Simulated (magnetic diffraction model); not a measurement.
**Which magnetic order? CeTiFe**

Space group P6_3/mmc (no. 194), a = 4.1920 Å, c = 7.6410 Å.

| site | atom | x | y | z |
| --- | --- | --- | --- | --- |
| 2a | Ce | 0 | 0 | 0 |
| 2c | Fe | 2/3 | 1/3 | 3/4 |
| 2d | Ti | 2/3 | 1/3 | 1/4 |

The compound is invented for this exercise: a known structure type with other elements, its cell scaled to their sizes and not relaxed.

Only Ce and Fe are taken to order (form factors of Ce3+ and Fe2+); orders and moment sizes are assumed, and not adapted to the symmetry. Radiation: neutrons of λ = 2.52 Å, 5° to 100°; isotropic B of 0.14 Å² (Ce), 0.18 Å² (Fe) and 0.23 Å² (Ti). The intensities are simulated: I ∝ L Σ (|F_N|² + |F_M⊥|²) for unpolarised neutrons, with F_M = 2.695 fm/μB × Σ f(s) S exp(2πi Q·r) exp(−B s²) at Q = H ± k (one set where k and −k are equivalent), only the part normal to Q counting and L = 1/(sin²θ cos θ). For collinear order S is the moment m, which repeats by lattice and centring translations R with the sign exp(−2πi k·R). Form factors are spin-only for 3d ions and dipole or tabulated for f ions, scattering lengths are Sears's of 1992, and absorption is left out. A label names one of the reflections at its angle. The strongest nuclear line in the range is 100, and lines under 0.2 are left out.

Above the ordering temperature:

| 2θ (°) | index | I |
| --- | --- | --- |
| 38.51 | (0 0 2) | 0.2 |
| 40.62 | (1 0 0) | 1.6 |
| 45.20 | (1 0 1) | 100.0 |
| 57.21 | (1 0 2) | 33.4 |
| 73.90 | (1 1 0) | 22.1 |
| 74.36 | (1 0 3) | 46.2 |
| 82.54 | (0 0 4) | 6.5 |
| 86.58 | (1 1 2) | 0.4 |
| 87.92 | (2 0 0) | 0.5 |
| 91.03 | (2 0 1) | 37.4 |
| 96.38 | (1 0 4) | 1.0 |

Below it (cell unchanged):

```
2θ (°)      I
 19.99    2.4
 27.70    9.7
 38.51    0.2
 40.10    5.2
 40.62    1.6
 43.76    0.3
 45.20  100.0
 54.66    0.4
 57.21   33.4
 58.40    5.3
 63.24    0.8
 66.20    2.5
 68.85    0.3
 70.74    0.9
 73.90   22.1
 74.36   46.2
 80.64    2.5
 82.54    6.5
 84.90    1.6
 86.58    0.4
 87.92    0.5
 91.03   37.4
 91.81    0.9
 96.38    1.0
```

**Question.** Check that the new lines index with k = (0 1/2 0), then choose among these models:
A. collinear moments along [101], 1.8 μB on Ce and 0.89 μB on Fe; signs + at (0, 0, 0), − at (0, 0, 1/2), + at (2/3, 1/3, 3/4), + at (1/3, 2/3, 1/4)
B. collinear moments along [101], 1.8 μB on Ce and 0.89 μB on Fe; signs + at (0, 0, 0), − at (0, 0, 1/2), − at (2/3, 1/3, 3/4), − at (1/3, 2/3, 1/4)
C. collinear moments along [001], 1.8 μB on Ce and 0.89 μB on Fe; signs + at (0, 0, 0), − at (0, 0, 1/2), − at (2/3, 1/3, 3/4), − at (1/3, 2/3, 1/4)
D. collinear moments along [001], 1.8 μB on Ce and 0.89 μB on Fe; signs + at (0, 0, 0), − at (0, 0, 1/2), + at (2/3, 1/3, 3/4), + at (1/3, 2/3, 1/4)

The new lines index as (0 1/2 0) at 19.99°, (0 1/2 1) at 27.70°, (1 -1/2 1) at 40.10° and (0 1/2 2) at 43.76°, that is as H ± k with k = (0 1/2 0), one of 3 inequivalent arms of its star (k and −k counted as one), which a powder can't tell apart. Half indices mean that the moments reverse under translations with k·R a half-integer, and the magnetic cell has twice the primitive volume.

Magnetic intensity, observed (below minus above) and for each model:

| 2θ (°) | index | observed | A | B | C | D |
| --- | --- | --- | --- | --- | --- | --- |
| 27.70 | (0 1/2 1) | 9.7 | 9.7 | 9.7 | 8.0 | 8.0 |
| 40.10 | (1 -1/2 1) | 5.2 | 5.2 | 5.2 | 6.2 | 6.2 |
| 58.40 | (1 1/2 1) | 5.3 | 5.3 | 5.3 | 5.7 | 5.7 |
| 63.24 | (0 1/2 3) | 0.8 | 0.8 | 0.8 | 0.3 | 0.3 |
| 70.74 | (1 -1/2 3) | 0.9 | 0.9 | 0.9 | 0.6 | 0.6 |
| 80.64 | (2 -1/2 1) | 2.5 | 2.5 | 2.5 | 3.1 | 3.1 |
| 84.90 | (1 1/2 3) | 1.6 | 1.6 | 1.6 | 1.4 | 1.4 |
| 91.81 | (0 3/2 3) | 0.9 | 0.9 | 0.9 | 0.7 | 0.7 |

Models A and B match alike on every line, so these data can't choose among them (such ties are often domains of one structure).

The structure used: k = (0 1/2 0), collinear moments along [101], 1.8 μB on Ce and 0.89 μB on Fe; signs + at (0, 0, 0), − at (0, 0, 1/2), − at (2/3, 1/3, 3/4), − at (1/3, 2/3, 1/4).

[Logs are printed without paths, hosts, clocks, repeated set-up lines and the standing remarks that a program may print on its own settings, such as how far it seeks lower states.]
